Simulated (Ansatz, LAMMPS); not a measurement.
## Structural relaxation of Mg2+ triflate in trimethyl phosphate and diglyme, from a frame at 380 K (131 atoms)

Aim: bring Mg2+ triflate in trimethyl phosphate and diglyme, from a frame at 380 K (131 atoms) to a nearby minimum of the energy and see what moves.

Program: Ansatz 0.2.0. Level of theory: Kohn-Sham DFT, PBEsol, PAW (set soft_2), plane waves. Results are calculated unless marked as measured.

## 1. The starting structure

The cell holds 131 atoms: 26 C, 28 O, 64 H, 4 P, 2 S, 6 F and 1 Mg. Its edges and angles: a = 11.738 Å, b = 11.738 Å, c = 11.738 Å, α = 90.0°, β = 90.0°, γ = 90.0°. 4 trimethyl phosphate, 2 diglyme, 1 Mg2+, 2 triflate placed at random, at 1.18 g/cm³; overlaps pushed apart, then 10 ps at 550 K with divalent ions of Li, Roberts, Chakravorty and Merz (J. Chem. Theory Comput. 9, 2733 (2013)); MMFF94 bonds, angles, torsions, charges and radii (Halgren, J. Comput. Chem. 17, 490 (1996)) in harmonic and 12-6 forms; charges of ions scaled by 0.8. Snapshot after 30 ps at 380 K and fixed volume.

Before any run, some limits are plain. The network of contacts between molecules at the start is that of the classical potential that made the cell. The functional has no dispersion term, which matters for the binding between molecules or layers. The density was typed from a rule of thumb and may lie off the real one at this temperature. Only the Γ point is sampled, in a cell whose shortest periodic width is 12 Å.

## 2. How the cell was made

A classical potential supplies the starting structure, since it reaches far longer times than DFT.

This step: classical MD, divalent ions of Li, Roberts, Chakravorty and Merz (J. Chem. Theory Comput. 9, 2733 (2013)); MMFF94 bonds, angles, torsions, charges and radii (Halgren, J. Comput. Chem. 17, 490 (1996)) in harmonic and 12-6 forms; charges of ions scaled by 0.8 (LAMMPS 22 Jul 2025 - Update 4).

File in.lmp:

```
# Mg2+ triflate in trimethyl phosphate and diglyme
units real
atom_style full
boundary p p p
bond_style harmonic
angle_style harmonic
dihedral_style opls
improper_style harmonic
special_bonds lj 0 0 0.5 coul 0 0 0.75
read_data data.lmp
neigh_modify delay 0 every 1 check yes one 4000
comm_modify cutoff 12.0
timestep 0.5
thermo_style custom step time temp pe press density
thermo_modify norm yes
# push overlapping molecules apart
pair_style soft 2.6
pair_coeff * * 0.0
variable a equal ramp(1,60)
fix ad all adapt 1 pair soft a * * v_a
velocity all create 550 82305 mom yes dist gaussian
fix lim all nve/limit 0.03
fix lan all langevin 550 550 50 82306 zero yes
thermo 1000
run 3000 post no
unfix ad
pair_style lj/cut/coul/long 9.0
pair_modify mix arithmetic tail yes
pair_coeff 1 1 0.0678 3.3680   # C
pair_coeff 2 2 0.0763 3.0430   # O
pair_coeff 3 3 0.0216 2.5400   # H
pair_coeff 4 4 0.2596 3.1940   # P
pair_coeff 5 5 0.0763 3.0960   # O
pair_coeff 6 6 0.2681 3.4180   # S
# [... 20 lines left out ...]
compute msd all msd com yes
thermo 7500
fix md all nvt temp 380 380 100
run 30000 post no
print "== T380: mean square displacement over the hold $(c_msd[4]:%.2f) A^2"
unfix md
uncompute msd
write_dump all custom T380.dump id type xs ys zs modify sort id
```

Started as:

```sh
$ lmp -in in.lmp -log none -nocite
```

Numbers of over 12 decimals in the logs are rounded to 6 here.

What it wrote:

```text
LAMMPS (22 Jul 2025 - Update 4)
Reading data file ...
  orthogonal box = (0 0 0) to (11.73759 11.73759 11.73759)
  131 atoms
  orthogonal box = (0 0 0) to (11.73759 11.73759 11.73759)
  122 bonds
  210 angles
  162 dihedrals
WARNING: Bond/angle/dihedral extent > half of periodic box length
   Step          Time           Temp          PotEng         Press         Density
         0   0              550            0.87047261     3771.3004      1.1820014
      1000   500            480.15471      2.1491975      4710.3011      1.1820014
      2000   1000           495.07786      2.3577305      393.04371      1.1820014
      3000   1500           525.83889      2.1247463      9316.7371      1.1820014
WARNING: Bond/angle/dihedral extent > half of periodic box length
Loop time of 0.26316 s on 1 MPI rank(s) for 3000 steps with 131 atoms
PPPM initialization ...
WARNING: System is not charge neutral, net charge = -0.00016
[... 33 lines left out ...]
Loop time of 5.15065 s on 1 MPI rank(s) for 10000 steps with 131 atoms
WARNING: Bond/angle/dihedral extent > half of periodic box length
   Step          Time           Temp          PotEng         Press         Density
[... 4 lines left out ...]
WARNING: Bond/angle/dihedral extent > half of periodic box length
Loop time of 2.51284 s on 1 MPI rank(s) for 5000 steps with 131 atoms
WARNING: Bond/angle/dihedral extent > half of periodic box length
   Step          Time           Temp          PotEng         Press         Density
[... 2 lines left out ...]
     30000   29000          360.39525     -2.4430737     -7696.7463      1.1820014
     37500   36500          404.09958     -2.4863653     -3773.9736      1.1820014
     45000   44000          340.23107     -2.5822806     -2722.7508      1.1820014
     47000   46000          334.04168     -2.5752447     -1267.9631      1.1820014
WARNING: Bond/angle/dihedral extent > half of periodic box length
Loop time of 14.9753 s on 1 MPI rank(s) for 30000 steps with 131 atoms
== T380: mean square displacement over the hold 27.53 A^2
```

It took 24 s on 1 thread of Arm Neoverse V1, shared host; peak memory 0.12 GiB.

The input also reads data.lmp (atoms, bonds and types; not printed here).

## 3. Single point at the start

A single point comes first, to see the forces before anything moves.

File input.yaml:

```yaml
crystal:
  lattice:
    - [11.73759, 0.0, 0.0]
    - [0.0, 11.73759, 0.0]
    - [0.0, 0.0, 11.73759]
  atoms:
    - { symbol: C, position: [0.23666, 0.01048, 0.20663] }
    - { symbol: O, position: [0.19304, 0.00937, 0.31775] }
    - { symbol: C, position: [0.13564, 0.89832, 0.3439] }
    - { symbol: C, position: [0.22499, 0.80079, 0.34369] }
    - { symbol: O, position: [0.2122, 0.75285, 0.23535] }
    - { symbol: C, position: [0.224, 0.62972, 0.24301] }
    - { symbol: C, position: [0.34833, 0.59196, 0.25296] }
    - { symbol: O, position: [0.37274, 0.47254, 0.2333] }
    - { symbol: C, position: [0.35869, 0.44967, 0.11218] }
    - { symbol: H, position: [0.17253, 0.98838, 0.13612] }
    - { symbol: H, position: [0.30923, 0.95582, 0.20344] }
    - { symbol: H, position: [0.26671, 0.0941, 0.18763] }
    - { symbol: H, position: [0.10263, 0.91092, 0.42827] }
    - { symbol: H, position: [0.06548, 0.88573, 0.28176] }
    - { symbol: H, position: [0.31384, 0.82592, 0.34906] }
    - { symbol: H, position: [0.20701, 0.73469, 0.40907] }
    - { symbol: H, position: [0.19416, 0.60058, 0.16589] }
    - { symbol: H, position: [0.16571, 0.59154, 0.30131] }
    - { symbol: H, position: [0.40425, 0.63891, 0.19887] }
    - { symbol: H, position: [0.37837, 0.60848, 0.33867] }
    - { symbol: H, position: [0.3783, 0.36276, 0.11496] }
    - { symbol: H, position: [0.42321, 0.49737, 0.06195] }
    - { symbol: H, position: [0.2733, 0.45873, 0.09331] }
    - { symbol: C, position: [0.51569, 0.18378, 0.09398] }
    - { symbol: O, position: [0.5207, 0.22359, 0.97312] }
    - { symbol: C, position: [0.59988, 0.15224, 0.90472] }
    - { symbol: C, position: [0.60652, 0.20237, 0.78951] }
    - { symbol: O, position: [0.67814, 0.3013, 0.7882] }
    - { symbol: C, position: [0.6441, 0.38634, 0.8742] }
    - { symbol: C, position: [0.71475, 0.49573, 0.84029] }
    - { symbol: O, position: [0.82087, 0.47017, 0.786] }
    - { symbol: C, position: [0.8973, 0.57022, 0.78984] }
    [... 93 atom lines left out ...]
    - { symbol: O, position: [0.91291, 0.31222, 0.90472] }
    - { symbol: C, position: [0.96637, 0.28155, 0.12693] }
    - { symbol: F, position: [0.88927, 0.19782, 0.14003] }
    - { symbol: F, position: [0.96189, 0.3463, 0.21771] }
    - { symbol: F, position: [0.06861, 0.22907, 0.13402] }
    - { symbol: Mg, position: [0.87651, 0.32526, 0.74454] }
kpoints:
  mp_grid: { grid: [1, 1, 1] }
hamiltonian:
  xc: pbesol
scf:
  occupations: { method: fermi_dirac, width: 0.025 }
output:
  forces: true
  stress: true
  populations: true
  dos:
    method: { smearing: { sigma: 0.08 } }
    de: 0.1
    projected: { site_lists: { C: [C], F: [F], H: [H], Mg: [Mg], O: [O] } }
  eigenvalues: true
```

Started as:

```sh
$ ansatz run input.yaml --threads 4 --pin off --max-ram 8192MiB --backend cpu --events-out ev --progress --plain --runs-dir out
```

What it wrote:

```text
Engine: ansatz 0.2.0, aarch64-unknown-linux-gnu
Pseudopotentials: kind: paw
Pseudopotential: C, paw, valence charge 4, recommended cutoff 420 eV (normal), C.paw.azcp
Pseudopotential: O, paw, valence charge 6, recommended cutoff 420 eV (normal), O.paw.azcp
Pseudopotential: H, paw, valence charge 1, recommended cutoff 420 eV (normal), H.paw.azcp
Pseudopotential: P, paw, valence charge 5, recommended cutoff 420 eV (normal), P.paw.azcp
Pseudopotential: S, paw, valence charge 6, recommended cutoff 420 eV (normal), S.paw.azcp
Pseudopotential: F, paw, valence charge 7, recommended cutoff 420 eV (normal), F.paw.azcp
Pseudopotential: Mg, paw, valence charge 10, recommended cutoff 420 eV (normal), Mg.paw.azcp
[... 3 lines on functional and potentials left out ...]
Crystal: 131 atoms, lattice volume = 1617.100 Å³
Basis set: ecut = 420 eV, 31463 PW (Γ), exchange–correlation on 160×160×160 points (8 copies of the dense FFT grid, shifted against one another)
Bands: 341, of which v1, the nominal top of the filled ones, is band 210 counted from 1 (209 counted from 0)
Symmetry: 1 space group operations
Space group: P1 (ITA 1), of the structure as read, at distance tolerance 1.2e-4 Å
k-points: 1
[... 21 lines on functional and potentials left out ...]
Initial density: superposition of atomic densities (neutral atoms: chi_scale 0, normalization atom), corrected by the library's trained network
Initial wavefunctions: pseudopotential atomic-orbital guess
Functional: x = pbesol(κ = 0.804, μ = 0.123457), c = pbesol(β = 0.046)
SCF iter   1: F=—  HF=-34558.171722 eV  |F-HF|=—  |Δ(HF+E_count)|=         —  Δρ=7.23e-3  dr2=7.52e-1  ethr=1.77e-3  ⟨swp⟩=6.0  Hψ=1636  notcnv=0  defer=111
preconditioner: auto → Resta (q_TF=auto, 2.179 Å⁻¹)  ε∞=2.3  [insulator: Δε(μ)=4.728 eV  Ē_g=15.951 eV  σ=0.025 eV  W_gap=1.00  n_scr=256 (ndim 8)  ℏωp=18.5 eV  f_vac=0.328  D(μ)=0.00/eV (n_scr^D=0)  ε∞_Penn≈2.3]
SCF iter   2: F=—  HF=-34558.005319 eV  |F-HF|=—  |Δ(HF+E_count)|=   1.66e-1  Δρ=2.66e-3  dr2=1.37e-1  ethr=1.79e-4  ⟨swp⟩=2.0  Hψ=533  notcnv=0  defer=127
SCF iter   3: F=—  HF=-34558.003630 eV  |F-HF|=—  |Δ(HF+E_count)|=   1.69e-3  Δρ=1.39e-3  dr2=3.73e-2  ethr=3.27e-5  ⟨swp⟩=4.0  Hψ=421  notcnv=0  defer=127
SCF iter   4: F=—  HF=-34558.005389 eV  |F-HF|=—  |Δ(HF+E_count)|=   1.76e-3  Δρ=4.63e-4  dr2=5.37e-3  ethr=8.89e-6  ⟨swp⟩=3.0  Hψ=442  notcnv=0  defer=127
SCF iter   5: F=—  HF=-34558.006623 eV  |F-HF|=—  |Δ(HF+E_count)|=   1.23e-3  Δρ=2.97e-4  dr2=1.43e-3  ethr=1.28e-6  ⟨swp⟩=2.0  Hψ=594  notcnv=0  defer=127
SCF iter   6: F=—  HF=-34558.006652 eV  |F-HF|=—  |Δ(HF+E_count)|=   2.94e-5  Δρ=1.14e-4  dr2=2.13e-4  ethr=3.40e-7  ⟨swp⟩=3.0  Hψ=417  notcnv=0  defer=127
SCF iter   7: F=—  HF=-34558.006648 eV  |F-HF|=—  |Δ(HF+E_count)|=   3.56e-6  Δρ=4.27e-5  dr2=3.01e-5  ethr=5.07e-8  ⟨swp⟩=3.0  Hψ=442  notcnv=0  defer=127
SCF iter   8: F=—  HF=-34558.006643 eV  |F-HF|=—  |Δ(HF+E_count)|=   5.31e-6  Δρ=1.87e-5  dr2=5.42e-6  ethr=7.16e-9  ⟨swp⟩=3.0  Hψ=436  notcnv=0  defer=127
SCF iter   9: F=—  HF=-34558.006642 eV  |F-HF|=—  |Δ(HF+E_count)|=   9.13e-7  Δρ=4.98e-6  dr2=5.52e-7  ethr=1.29e-9  ⟨swp⟩=3.0  Hψ=414  notcnv=0  defer=127
SCF iter  10: F=—  HF=-34558.006642 eV  |F-HF|=—  |Δ(HF+E_count)|=   2.31e-7  Δρ=3.13e-6  dr2=1.57e-7  ethr=2.38e-11  ⟨swp⟩=18.0  Hψ=2706  notcnv=0
SCF iter  11: F=-34558.006642 eV  HF=-34558.006642 eV  |F-HF|=1.98e-8  |Δ(HF+E_count)|=   5.02e-8  Δρ=1.31e-6  dr2=2.87e-8  ethr=2.38e-11  ⟨swp⟩=5.0  Hψ=1278  notcnv=0
SCF 1 converged in 11 iterations: F = -34558.006642 eV  dr2 = 2.87e-8
  greatest PAW one-centre occupation: 1.000 electrons in one spin orbital (limit 2), on the Mg atom at site 130 (counted from 0), in its partial waves of l = 0
SCF converged after 11 iterations
Free energy (F): -34558.006642 eV
Harris-Foulkes:  -34558.006642 eV  (|F-HF|=1.98e-8)
Internal energy: -34558.006642 eV  (E = F + TS)
E sigma→0 (E₀):  -34558.006642 eV
Fermi energy:    1.543110 eV
--- Per-component energies (eV) ---
  E_band       = -4060.457437
  E_kinetic    = 10014.990169
  E_local      = -46193.396288  (includes V_loc(G=0)·N_el)
  E_nonlocal   = 2880.978956
  E_hartree    = 18433.883934
  E_xc         = -4768.511867
  E_vxc        = -5937.174447  (∫ρ·V_xc dr)
  E_paw        = -11616.456926  (= ΣΔE_a)
  E_vpaw       = -1693.614155  (= ΣTr[D̂ρ^β])
  E_aug_tail   = -0.006005  (compensation charges beyond the density's cutoff)
  E_ewald      = -3311.647090
  E_core_change = 2.158476  (= ΣΔE_core)
  E_smearing   = -0.000000  (= −TS)
  E_closure    = 0.000000  (closes the sum)
  Σ components = -34558.006642   (vs F -34558.006642, Δ=0.00e0)
--- Forces (eV/Å), atoms counted from 1 ---
  atom   1  C     -1.36279041    -0.47604939    -0.63716132
  atom   2  O     -1.52729320    -1.20220809     0.51858154
  atom   3  C      2.40347401     1.72179625    -0.14945937
  atom   4  C     -1.60087107     0.46433732    -0.60384848
  atom   5  O      0.11675125    -2.63253373    -0.26968858
  atom   6  C      1.70851340     1.66518373    -0.47561799
  atom   7  C     -0.18946340    -1.34154478     1.15723865
  atom   8  O     -0.72636102     1.50856981    -0.38162303
  atom   9  C      2.39892072     0.43250887     2.44741787
  atom  10  H      0.62879192     0.02855078     0.96596258
  atom  11  H      0.93390038    -0.98351809    -0.50965157
  atom  12  H      0.26323835     1.24557435    -0.03202983
  atom  13  H     -0.45199580     0.21966025     0.82334021
  atom  14  H      0.34054544    -0.24174712     0.09322936
[...]
atom 130  F      0.23497958     0.03817174    -0.82543648
  atom 131  Mg     0.29214589    -1.65566468    -0.16712933
  max |Σ_I F_I| component: 1.08e-4 eV/Å
--- Stress (GPa, compression-positive) ---
       -0.778257       0.318845       1.171506
        0.318844       0.988244       0.454234
        1.171506       0.454234       1.299218
  P = ⅓ Tr σ = 0.5031 GPa (5.031 kbar)
--- Band table (eV) ---
  k-point 0: bands = ["-73.6891", "-40.6753", "-40.6436", "-40.6269", [... 325 levels ...], "9.9682", "10.0130", "10.0777", "10.1144", "10.1241", "10.1702", "10.2197", "10.2641", "10.3306", "10.3988", "10.4404", "10.4432"]
--- Löwdin populations: 131 sites ---
  site symbol       q [e]
     0      C      4.2447
     1      O      6.3476
     2      C      4.0782
[...]
130     Mg      8.3840
  spilling = 0.015474 (of n_electrons = 420.000000)
```

Run time: 27 s. Hardware: 4 threads of Arm Neoverse V1, shared host; peak memory 1.9 GiB; 1.7 min of CPU time.

Numbers from this run:

* free energy: -34558.0066 eV
* free energy per atom: -263.8016 eV/atom
* SCF cycles: 11
* pressure: 0.5031 GPa
* r.m.s. force component: 1.022 eV/Å
* longest force: 4.811 eV/Å
* Fermi energy: 1.543 eV
* gap (highest filled to lowest empty level): 4.386 eV
* spilling of the projection: 0.01547

The r.m.s. force component of 1.0 eV/Å and the pressure of 0.50 GPa set the starting point.

Neighbours are counted within 1.34 Å (H-C), 1.73 Å (O-C), 2.08 Å (O-P), 1.93 Å (O-S), 2.42 Å (O-Mg), 1.85 Å (C-C), 1.62 Å (C-F), 2.21 Å (C-S).

Length of the force by element and coordination:

```tsv
element	coordination	atoms	mean length of the force (eV/Å)	spread	least	most
C	all	26	2.08	0.807	0.666	4.07
F	all	6	1.24	0.318	0.859	1.84
H	all	64	1.09	0.639	0.172	3.00
Mg	all	1	1.69	0	1.69	1.69
O	all	28	2.15	0.939	0.874	4.81
O	1	6	1.31	0.384	0.874	1.93
O	2	20	2.42	0.891	1.21	4.81
O	3	2	1.98	1.06	0.917	3.04
P	all	4	1.21	0.406	0.686	1.66
S	all	2	1.55	0.459	1.09	2.01
```

(Part 1 of 3 ends here.)

[Logs are printed without paths, hosts, clocks, repeated set-up lines and the standing remarks that a program may print on its own settings, such as how far it seeks lower states.]

[Hosts, paths, dates, database ids (printed as entryN), source tags and the programs' standing remarks are cut or masked in the printed files.]

[The MMFF94 radii named for the starting cell were scaled by 0.96; in molecules described by MMFF94, hydrogen bound to N, O or S took a small fixed 12-6 site in their place.]
